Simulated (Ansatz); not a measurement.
# NiTe2 monolayer (1T): phonons and vibrational spectra

Aim: the vibrations of NiTe2 monolayer (1T), their spectra, and whether the structure is stable.

Program: Ansatz 0.2.0. Level of theory: DFT PBEsol, scalar-relativistic, plane waves, PAW; PAW set soft_1. Results are calculated unless marked as measured.

### Step 1. Starting point

The cell holds 3 atoms: 1 Ni and 2 Te. Its edges and angles: a = 3.680 Å, b = 3.680 Å, c = 20.000 Å, α = 90.0°, β = 90.0°, γ = 120.0°. It derives from NiTe2. Vacuum lies along c.

Coordinates:

```cif
data_structure
_symmetry_space_group_name_H-M 'P 1'
_symmetry_Int_Tables_number 1
_cell_length_a 3.6800
_cell_length_b 3.6800
_cell_length_c 20.0000
_cell_angle_alpha 90.000
_cell_angle_beta 90.000
_cell_angle_gamma 120.000
_cell_volume 234.56
loop_
_atom_site_label
_atom_site_type_symbol
_atom_site_fract_x
_atom_site_fract_y
_atom_site_fract_z
_atom_site_occupancy
Ni1 Ni 0.00000 0.00000 0.50000 1
Te2 Te 0.33333 0.66667 0.58280 1
Te3 Te 0.66667 0.33333 0.41720 1
```

### Step 2. Coarse relaxation

A rough relaxation comes first, because large forces or stress need no tight tolerances yet.

The program solves this slab on a cell height of its own, 30.4 Å, in place of the one typed.

input.yaml reads:

```yaml
crystal:
  lattice:
    - [3.68, 0.0, 0.0]
    - [-1.84, 3.18697, 0.0]
    - [0.0, 0.0, 20.0]
  atoms:
    - { symbol: Ni, position: [0.0, 0.0, 0.5] }
    - { symbol: Te, position: [0.333333, 0.666667, 0.5828] }
    - { symbol: Te, position: [0.666667, 0.333333, 0.4172] }
  periodic: [true, true, false]
kpoints:
  mp_grid: { grid: [6, 6, 1] }
hamiltonian:
  xc: pbesol
  pseudopotentials: { kind: paw, azcp: { folder: soft_1 }, xc_functional: pbe }
scf:
  occupations: { method: gaussian, width: 0.1 }
output:
  forces: true
  stress: true
  eigenvalues: true
relax:
  adjacent_minimum: "off"
  f_tol: 0.05
  max_steps: 80
  cell: { stress_2d_tol: 0.02 }
```

Started as:

```console
> ansatz run input.yaml --threads 8 --pin off --max-ram 16384MiB --backend cpu --events-out ev --progress --plain --runs-dir out
```

Numbers of over 12 decimals in the logs are rounded to 6 here.

What it wrote:

```text
[...]
F+E_penalty+E_count = -19608.49083593 eV   max|allowed force component| = 3.345e-4 eV/Å   (the final SCF, on the basis selected at the relaxed cell)
  cell:  # Å, volume = 341.2906 Å³
    - [3.599057, 0.0, 0]
    - [-1.799528, 3.116875, 0]
    - [0, 0, 30.424]
  atoms:
    - { symbol: Ni, position: [0, 0, 0.328688] }
    - { symbol: Te, position: [0.333333, 0.666667, 0.376750] }
    - { symbol: Te, position: [0.666667, 0.333333, 0.280626] }
[key lines of the parts left out:]
SCF converged after 10 iterations
Free energy (F): -19608.490836 eV
Fermi energy:    -4.487918 eV
P = ½ c Tr σ = 0.0024 N/m
```

Elapsed: 9.4 s, on 8 threads of Arm Neoverse V2, shared host; peak memory 0.75 GiB.

This run has no spin polarisation, although Ni can carry a moment.

Relaxation path:

```tsv
step	energy less that of the first step (eV)	largest force component (eV/Å)	volume (Å³)
1	0.0000	1.5730	356.81
2	-0.4258	0.2410	350.59
3	-0.4375	0.1193	344.26
4	-0.4399	0.0312	343.33
5	-0.4399	0.0701	339.82
6	-0.4406	0.0001	341.62
7	-0.4407	0.0005	341.29
8*	-0.4397	0.0003	341.29
```

Relaxation steps marked * repeat the geometry before them on a plane-wave basis chosen anew for their cell, so energy and pressure can jump there. Relaxation step 5 was tried and not accepted.

Forces are held to the 12 operations that the run works with; a distortion that breaks them can't arise in this run.

```tsv
cell as run	before	after	change
a (Å)	3.680	3.599	-2.2 %
b (Å)	3.680	3.599	-2.2 %
```

The atoms that moved most (Å, along periodic axes as changes of fractional coordinates times the final cell, across vacuum about the mean position):

```tsv
atom	dx	dy	dz	length
Te3	0.000	0.000	0.194	0.194
Te2	0.000	0.000	-0.194	0.194
```

The relaxed structure:

```xyz
3
Lattice="3.5991 0.0000 0.0000 -1.7995 3.1169 0.0000 0.0000 0.0000 30.4240" Properties=species:S:1:pos:R:3
Ni    0.0000    0.0000   10.0000
Te    0.0000    2.0779   11.4622
Te    1.7995    1.0390    8.5378
```

Numbers from this step:

```
gap on the k-mesh : 0 eV
area per atom     : 3.739 Å²
```

The relaxation ends with a largest force component of 3.3e-4 eV/Å.

### Step 3. Bringing the structure to rest

The cell and atoms are relaxed, since residual forces and stress would shift the frequencies.

input.yaml reads:

```yaml
crystal:
  lattice:
    - [3.5990567079, 0.0, 0.0]
    - [-1.7995283539, 3.1168745387, 0.0]
    - [0.0, 0.0, 30.424]
  atoms:
    - { symbol: Ni, position: [0.0, 0.0, 0.328687878] }
    - { symbol: Te, position: [0.3333333333, 0.6666666667, 0.3767498852] }
    - { symbol: Te, position: [0.6666666667, 0.3333333333, 0.2806258708] }
  periodic: [true, true, false]
kpoints:
  mp_grid: { grid: [15, 15, 1] }
hamiltonian:
  xc: pbesol
  pseudopotentials: { kind: paw, azcp: { folder: soft_1 }, xc_functional: pbe }
scf:
  occupations: { method: gaussian, width: 0.1 }
output:
  forces: true
  stress: true
  eigenvalues: true
  write_density: true
  write_potential: true
  elf: true
  volumetric_format: npy
relax:
  adjacent_minimum: "off"
  f_tol: 0.005
  max_steps: 80
  cell: { stress_2d_tol: 0.02 }
```

What it wrote:

```text
[...]
Crystal: 3 atoms, lattice volume = 341.291 Å³
Basis set: ecut = 420 eV, 6545 PW (Γ), exchange–correlation on 50×50×432 points (8 copies of the dense FFT grid, shifted against one another)
Bands: 30, of which v1, the nominal top of the filled ones, is band 25 counted from 1 (24 counted from 0)
Symmetry: 12 space group operations
[...]
k-points: 27 of 225
[...]
SCF iter   1: F=—  HF=-19610.468966 eV  |F-HF|=—  |Δ(HF+E_count)|=         —  Δρ=5.77e-2  dr2=1.45e1  ethr=3.10e-3  ⟨swp⟩=17.0  Hψ=6182  notcnv=0
[...]
SCF iter  12: F=-19608.559016 eV  HF=-19608.559016 eV  |F-HF|=4.79e-9  |Δ(HF+E_count)|=   2.31e-9  Δρ=1.60e-6  dr2=4.76e-9  ethr=8.25e-11  ⟨swp⟩=12.3  Hψ=6552  notcnv=0
SCF 1 converged in 12 iterations: F = -19608.559016 eV  dr2 = 4.76e-9
[...]
relax step   1: F+E_penalty+E_count = -19608.55901646 eV  Δ(F+E_penalty+E_count) = +0.000e0 eV  max|allowed force component| = 1.869e-1 eV/Å  Δτ_max = 0.0000 Å  P = +0.312 N/m  Ω = 341.291 Å³  fix = [c, alpha, beta]  reactions: c +0.000 N/m  (12 SCF iters, dr2 threshold 1.00e-7 eV, accepted)
Crystal: 3 atoms, lattice volume = 347.944 Å³
Basis set: ecut = 420 eV, 6701 PW (Γ), exchange–correlation on 50×50×432 points (8 copies of the dense FFT grid, shifted against one another)
[...]
SCF iter  10: F=-19608.577166 eV  HF=-19608.577166 eV  |F-HF|=1.90e-9  |Δ(HF+E_count)|=   1.39e-8  Δρ=3.86e-8  dr2=4.42e-12  ethr=2.71e-12  ⟨swp⟩=10.7  Hψ=5684  notcnv=0
SCF 2 converged in 10 iterations: F = -19608.577166 eV  dr2 = 4.42e-12
relax step   2: F+E_penalty+E_count = -19608.57716598 eV  Δ(F+E_penalty+E_count) = -1.815e-2 eV  max|allowed force component| = 1.029e-2 eV/Å  Δτ_max = 0.0530 Å  P = +0.895 N/m  Ω = 347.944 Å³  energy of the carried Pulay correction = -3.883e-4 eV  fix = [c, alpha, beta]  reactions: c +0.000 N/m  (10 SCF iters, dr2 threshold 3.00e-7 eV, accepted)
Crystal: 3 atoms, lattice volume = 368.054 Å³
Basis set: ecut = 420 eV, 7265 PW (Γ), exchange–correlation on 50×50×432 points (8 copies of the dense FFT grid, shifted against one another)
[...]
SCF iter   8: F=-19608.561320 eV  HF=-19608.561320 eV  |F-HF|=5.73e-8  |Δ(HF+E_count)|=   5.06e-7  Δρ=5.98e-6  dr2=9.18e-8  ethr=6.00e-10  ⟨swp⟩=21.7  Hψ=8403  notcnv=0
SCF 3 converged in 8 iterations: F = -19608.561320 eV  dr2 = 9.18e-8
relax step   3: F+E_penalty+E_count = -19608.56131986 eV  Δ(F+E_penalty+E_count) = +1.585e-2 eV  max|allowed force component| = 3.391e-1 eV/Å  Δτ_max = 0.1053 Å  P = +0.651 N/m  Ω = 368.054 Å³  energy of the carried Pulay correction = -1.518e-3 eV  fix = [c, alpha, beta]  (8 SCF iters, dr2 threshold 3.00e-7 eV, rejected (line search))
[...]
relax step   4: F+E_penalty+E_count = -19608.58432857 eV  Δ(F+E_penalty+E_count) = -7.163e-3 eV  max|allowed force component| = 7.911e-2 eV/Å  Δτ_max = 0.0357 Å  P = +0.049 N/m  Ω = 357.703 Å³  energy of the carried Pulay correction = -9.444e-4 eV  fix = [c, alpha, beta]  reactions: c +0.000 N/m  (13 SCF iters, accepted)
[...]
relax step   5: F+E_penalty+E_count = -19608.58525755 eV  Δ(F+E_penalty+E_count) = -9.290e-4 eV  max|allowed force component| = 1.421e-2 eV/Å  Δτ_max = 0.0107 Å  P = +0.062 N/m  Ω = 356.097 Å³  energy of the carried Pulay correction = -8.540e-4 eV  fix = [c, alpha, beta]  reactions: c +0.000 N/m  (5 SCF iters, dr2 threshold 3.00e-7 eV, accepted)
[...]
relax step   6: F+E_penalty+E_count = -19608.58527271 eV  Δ(F+E_penalty+E_count) = -1.516e-5 eV  max|allowed force component| = 2.038e-4 eV/Å  Δτ_max = 0.0009 Å  P = +0.004 N/m  Ω = 356.306 Å³  energy of the carried Pulay correction = -8.657e-4 eV  fix = [c, alpha, beta]  reactions: c +0.000 N/m  (7 SCF iters, dr2 threshold 1.26e-8 eV, accepted)
[...]
SCF iter   9: F=-19608.586174 eV  HF=-19608.586174 eV  |F-HF|=8.40e-10  |Δ(HF+E_count)|=   1.12e-9  Δρ=2.03e-8  dr2=8.74e-13  ethr=1.00e-12  ⟨swp⟩=16.0  Hψ=6430  notcnv=0
SCF 7 converged in 9 iterations: F = -19608.586174 eV  dr2 = 8.74e-13
relax step   7: F+E_penalty+E_count = -19608.58617411 eV  Δ(F+E_penalty+E_count) = -9.014e-4 eV  max|allowed force component| = 1.130e-4 eV/Å  Δτ_max = 0.0000 Å  P = +0.006 N/m  Ω = 356.306 Å³  fix = [c, alpha, beta]  reactions: c +0.000 N/m  stress off target by 5.52e-3 N/m on what of the cell is left free  SCF on the basis re-selected at this cell (its energy is not comparable with the rows above)  (9 SCF iters)
basis re-selected at this cell: Δ(F+E_penalty+E_count) = -9.014e-4 eV, ΔP = +0.002 N/m vs the last step (what re-selecting the basis moved, of the pressure what is left beyond the Pulay correction that the steps carried, after the strain that the cell walked since its last selection, with what the two solves' SCF thresholds leave and, on support functions, any second-order correction that the steps lacked; it is no m [...]
WARN: The output density's exchange-correlation potential varies sharply where the density is thin. Do not read a vacuum level from v_tot or v_xc, or from such a field of the output density. On a cell that repeats whose density bears no net charge and no dipole along the vacuum's axis use v_es (v_loc + v_h of the components); under efield.dipole_correction with no amplitude use v_es + v_field, which holds any externa [...]
SCF converged after 9 iterations
Free energy (F): -19608.586174 eV
[...]
Internal energy: -19608.577465 eV  (E = F + TS)
E sigma→0 (E₀):  -19608.581819 eV
Entropy (-TS):   -0.008709 eV (-2.903 meV/atom)
Fermi energy:    -4.532218 eV
[...]
--- Forces (eV/Å), atoms counted from 1 ---
  atom   1  Ni     0.00000000     0.00000000     0.00000000
  atom   2  Te    -0.00000000     0.00000000    -0.00011302
  atom   3  Te     0.00000000    -0.00000000     0.00011302
  max |Σ_I F_I| component: 4.63e-18 eV/Å
--- 2D stress c σ (N/m, compression-positive) ---
        0.005520      -0.000000      -0.000000
       -0.000000       0.005520       0.000000
       -0.000000       0.000000       0.000000
  P = ½ c Tr σ = 0.0055 N/m
--- Band table (eV; the first three rows and the last of 27) ---
  k-point 0: bands = [... 21 lower, -6.4130, -5.5326, -3.8350, -3.8350, -2.6376, -2.6376, -0.6598 (-0.6613°), -0.3437, ... 1 higher]
  k-point 1: bands = [... 21 lower, -6.4398, -5.4497, -4.2325, -3.9760, -2.9888, -2.6593, -0.5774 (-0.5790°), -0.2714, ... 1 higher]
  k-point 2: bands = [... 21 lower, -6.5322, -5.2719, -5.0120, -4.3339, -3.7085, -2.7258, -0.3686 (-0.3703°), -0.1060, ... 1 higher]
  k-point 26: bands = [... 21 lower, -7.5497, -6.8484, -6.2550, -6.2550, -4.2799, -4.2799, -0.2192, 1.8106, ... 1 higher]
  ° read free of the cell's end (the report's vacuum.weakly_bound_levels)
--- Relaxed structure (6 steps of the walk, 5 accepted, 1 SCFs on fresh bases) ---
[...]
cell:  # Å, volume = 356.3059 Å³
    - [3.677376, -2.949571744454564e-11, 0]
    - [-1.838688, 3.184701, 0]
    - [0, 0, 30.424]
  atoms:
    - { symbol: Ni, position: [0, 0, 0.328688] }
    - { symbol: Te, position: [0.333333, 0.666667, 0.374216] }
    - { symbol: Te, position: [0.666667, 0.333333, 0.283160] }
```

It took 25 s on 8 threads; peak memory 1.1 GiB; 3 min of CPU time.

Relaxation path:

```tsv
step	energy less that of the first step (eV)	largest force component (eV/Å)	volume (Å³)
1	0.0000	0.1869	341.29
2	-0.0181	0.0103	347.94
3	-0.0023	0.3391	368.05
4	-0.0253	0.0791	357.70
5	-0.0262	0.0142	356.10
6	-0.0263	0.0002	356.31
7*	-0.0272	0.0001	356.31
```

Relaxation steps marked * repeat the geometry before them on a plane-wave basis chosen anew for their cell, so energy and pressure can jump there. Relaxation step 3 was tried and not accepted.

The run keeps the 12 symmetry operations that it works with, so distortions that break them were not tested.

```tsv
cell as run	before	after	change
a (Å)	3.599	3.677	+2.2 %
b (Å)	3.599	3.677	+2.2 %
```

The atoms that moved most (Å, along periodic axes as changes of fractional coordinates times the final cell, across vacuum about the mean position):

```tsv
atom	dx	dy	dz	length
Te3	0.000	0.000	0.077	0.077
Te2	0.000	0.000	-0.077	0.077
```

The relaxed structure:

```xyz
3
Lattice="3.6774 0.0000 0.0000 -1.8387 3.1847 0.0000 0.0000 0.0000 30.4240" Properties=species:S:1:pos:R:3
Ni    0.0000    0.0000   10.0000
Te    0.0000    2.1231   11.3851
Te    1.8387    1.0616    8.6149
```

This step gave:

```yaml
area_per_atom: 3.904 Å²
```

Electrostatic potential energy in the ac plane at fractional y = 0.000, with atoms of Ni within 0.2 Å of it. With pseudopotentials it is smooth inside the atoms' cores, unlike the true potential.

Ten even steps from '0' (-10 eV) to '9' (0 eV), each cell a mean:
```
99999999999999
99999999999999
99999999999999
99999999999999
99999999999999
99999999999999
99999999999999
99999999999999
99999999999999
99999999999999
99999999999999
99999999999999
99999999999999
99999999999999
88875311246788
20013322233101
21013433343001
88865311135788
99999999999999
99999999999999
99999999999999
99999999999999
99999999999999
99999999999999
```
Columns run along a (3.7 Å; values clipped at the 3rd and 97th percentile), rows up along c (30.4 Å). Atoms in or near the plane, at fractional coordinates: Ni at (0.00, 0.33).

Valence density in the ac plane at fractional y = 0.000, with atoms of Ni within 0.2 Å of it. It is the smooth field of the valence electrons, not physical close to the nuclei.

Values in e/Å³, 24 rows by 14 columns, each cell a mean:
```
 0  0  0  0  0  0  0  0  0  0  0  0  0  0
 0  0  0  0  0  0  0  0  0  0  0  0  0  0
 0  0  0  0  0  0  0  0  0  0  0  0  0  0
 0  0  0  0  0  0  0  0  0  0  0  0  0  0
 0  0  0  0  0  0  0  0  0  0  0  0  0  0
 0  0  0  0  0  0  0  0  0  0  0  0  0  0
 0  0  0  0  0  0  0  0  0  0  0  0  0  0
 0  0  0  0  0  0  0  0  0  0  0  0  0  0
 0  0  0  0  0  0  0  0  0  0  0  0  0  0
 0  0  0  0  0  0  0  0  0  0  0  0  0  0
 0  0  0  0  0  0  0  0  0  0  0  0  0  0
 0  0  0  0  0  0  0  0  0  0  0  0  0  0
 0  0  0  0  0  0  0  0  0  0  0  0  0  0
 0  0  0  0  0  0  0  0  0  0  0  0  0  0
 0  0  0  0  0  0  0  0  0  0  0  0  0  0
12  7  2  0  0  0  0  0  0  0  0  1  3  8
16  9  2  1  0  0  0  0  0  0  0  1  3 10
 0  0  0  0  0  0  0  0  0  0  0  0  0  0
 0  0  0  0  0  0  0  0  0  0  0  0  0  0
 0  0  0  0  0  0  0  0  0  0  0  0  0  0
 0  0  0  0  0  0  0  0  0  0  0  0  0  0
 0  0  0  0  0  0  0  0  0  0  0  0  0  0
 0  0  0  0  0  0  0  0  0  0  0  0  0  0
 0  0  0  0  0  0  0  0  0  0  0  0  0  0
```
Columns run along a (3.7 Å), rows up along c (30.4 Å). Atoms in or near the plane, at fractional coordinates: Ni at (0.00, 0.33).

ELF in the ac plane at fractional y = 0.000, with atoms of Ni within 0.2 Å of it. It is the smooth field of the valence electrons, not physical close to the nuclei.

Ten even steps from '_' (0.00) to '@' (0.61), each cell a mean:
```
____________________________
____________________________
____________________________
____________________________
____________________________
____________________________
____________________________
____________________________
____________________________
____________________________
____________________________
____________________________
____________________________
______..::==++**++--::______
..::--++%%@@@@@@@@@@##==::..
##++====**##****####++====**
%%**====++**********++====##
..::--**%%@@@@@@@@@@%%++--::
______..--==******==::..____
____________________________
____________________________
____________________________
____________________________
____________________________
```
Columns run along a (3.7 Å), rows up along c (30.4 Å). Atoms in or near the plane, at fractional coordinates: Ni at (0.00, 0.33).

### Step 4. Tight relaxation

Phonons need a cell at rest on their own settings, so the relaxation is repeated with tight tolerances on forces and stress, using the mesh and the filling of the phonon run that follows.

input.yaml reads:

```yaml
crystal:
  lattice:
    - [3.677375954, 0.0, 0.0]
    - [-1.838687977, 3.1847009954, 0.0]
    - [0.0, 0.0, 30.424]
  atoms:
    - { symbol: Ni, position: [0.0, 0.0, 0.328687878] }
    - { symbol: Te, position: [0.3333333333, 0.6666666667, 0.374215523] }
    - { symbol: Te, position: [0.6666666667, 0.3333333333, 0.283160233] }
  periodic: [true, true, false]
kpoints:
  mp_grid: { grid: [18, 18, 1] }
hamiltonian:
  xc: pbesol
  pseudopotentials: { kind: paw, azcp: { folder: soft_1 }, xc_functional: pbe }
scf:
  occupations: { method: methfessel_paxton, width: 0.2 }
output:
  forces: true
  stress: true
  eigenvalues: true
relax:
  adjacent_minimum: "off"
  f_tol: 0.001
  max_steps: 60
  cell: { stress_2d_tol: 0.002 }
```

What it wrote:

```text
[...]
Crystal: 3 atoms, lattice volume = 356.306 Å³
Basis set: ecut = 420 eV, 6965 PW (Γ), exchange–correlation on 50×50×432 points (8 copies of the dense FFT grid, shifted against one another)
Bands: 30, of which v1, the nominal top of the filled ones, is band 25 counted from 1 (24 counted from 0)
Symmetry: 12 space group operations
[...]
k-points: 37 of 324
[...]
° read free of the cell's end (the report's vacuum.weakly_bound_levels)
--- Relaxed structure (5 steps of the walk, 5 accepted, 1 SCFs on fresh bases) ---
[...]
cell:  # Å, volume = 360.9385 Å³
    - [3.701205, 0.0, 0]
    - [-1.850602, 3.205338, 0]
    - [0, 0, 30.424]
  atoms:
    - { symbol: Ni, position: [0, 0, 0.328688] }
    - { symbol: Te, position: [0.333333, 0.666667, 0.373528] }
    - { symbol: Te, position: [0.666667, 0.333333, 0.283848] }
[key lines of the parts left out:]
SCF converged after 10 iterations
Free energy (F): -19608.579886 eV
Fermi energy:    -4.508228 eV
P = ½ c Tr σ = 0.0010 N/m
```

Elapsed: 24 s, on 8 threads; peak memory 1.1 GiB; 3 min of CPU time.

Relaxation path:

```tsv
step	energy less that of the first step (eV)	largest force component (eV/Å)	volume (Å³)
1	0.0000	0.0401	356.31
2	-0.0011	0.0116	358.38
3	-0.0014	0.0321	360.88
4	-0.0015	0.0055	360.80
5	-0.0015	0.0000	360.94
6*	-0.0018	0.0000	360.94
```

Relaxation steps marked * repeat the geometry before them on a plane-wave basis chosen anew for their cell, so energy and pressure can jump there.

The run keeps the 12 symmetry operations that it works with, so distortions that break them were not tested.

```tsv
cell as run	before	after	change
a (Å)	3.677	3.701	+0.6 %
b (Å)	3.677	3.701	+0.6 %
```

The atoms that moved most (Å, along periodic axes as changes of fractional coordinates times the final cell, across vacuum about the mean position):

```tsv
atom	dx	dy	dz	length
Te2	0.000	0.000	-0.021	0.021
Te3	0.000	0.000	0.021	0.021
```

The relaxed structure:

```xyz
3
Lattice="3.7012 0.0000 0.0000 -1.8506 3.2053 0.0000 0.0000 0.0000 30.4240" Properties=species:S:1:pos:R:3
Ni    0.0000    0.0000   10.0000
Te    0.0000    2.1369   11.3642
Te    1.8506    1.0684    8.6358
```

Numbers from this step:

| Property | Result |
| --- | --- |
| area per atom | 3.955 Å² |

The largest force component left is 0.027 meV/Å, within the tolerances set.

(Part 1 of 2 ends here.)

[Logs are printed without paths, hosts, clocks, repeated set-up lines and the standing remarks that a program may print on its own settings, such as how far it seeks lower states.]

[Hosts, paths, dates, database ids (printed as entryN), source tags and the programs' standing remarks are cut or masked in the printed files.]
